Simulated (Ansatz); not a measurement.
The compound is Rb2CdAgBr6 (double perovskite) (Fm-3m).

The structure was built from a prototype and need not be the compound's stable phase.

```yaml
crystal:
  lattice:
    - [0.00000, 5.38340, -5.38340]
    - [5.38340, 5.38340, 0.00000]
    - [5.38340, 0.00000, -5.38340]
  atoms:
    - { symbol: Rb, position: [0.25000, 0.25000, 0.25000] }
    - { symbol: Rb, position: [0.75000, 0.75000, 0.75000] }
    - { symbol: Ag, position: [0.00000, 0.00000, 0.00000] }
    - { symbol: Cd, position: [0.50000, 0.50000, 0.50000] }
    - { symbol: Br, position: [0.24853, 0.24853, 0.75147] }
    - { symbol: Br, position: [0.75147, 0.75147, 0.24853] }
    - { symbol: Br, position: [0.24853, 0.75147, 0.24853] }
    - { symbol: Br, position: [0.75147, 0.24853, 0.75147] }
    - { symbol: Br, position: [0.75147, 0.24853, 0.24853] }
    - { symbol: Br, position: [0.24853, 0.75147, 0.75147] }
```

The structure was relaxed with PBEsol. The structure type comes from a generator and need not be one that this composition takes. The structure was generated from a model, not taken from a measurement. The runs that relaxed it are not among those shown. The program's search for lower electronic states was switched off, so nothing shows that the state found is the lowest. PAW set soft_2, made with PBE.

A constrained-RPA run (Ansatz 0.2.0; non-magnetic PBEsol; Ag d + anion p, bands v23 to v1, 2×2×2 mesh, medium accuracy) builds 23 functions on bands 5.9 eV wide, with 45.0 electrons in the window. The bare on-site interaction is 18.8 eV and the bare J 0.72 eV.

Q: What U and J survive the screening?

On the Ag d shell, U = 6.28 eV (33 % of the bare value), U′ = 5.18 eV, J = 0.55 eV.

The parent state is non-magnetic and the interaction static (zero frequency); U depends on the window and the orbitals, so it belongs to this model alone. A window that holds the anion p bands defines a model with explicit ligands; its U belongs to that model and is not the U of DFT+U. Coarse meshes can leave U off its limit, most where the target bands are metallic.

[Paths, hosts, dates, memory and timing lines, banners, echoed tables and standing remarks are left out of the program output.]

[Logs are printed without paths, hosts, clocks, repeated set-up lines and the standing remarks that a program may print on its own settings, such as how far it seeks lower states.]

[Runs of the session that timed out or met a known fault of the program may be left out.]

[Hosts, paths, dates, database ids (printed as entryN), source tags and the programs' standing remarks are cut or masked in the printed files.]
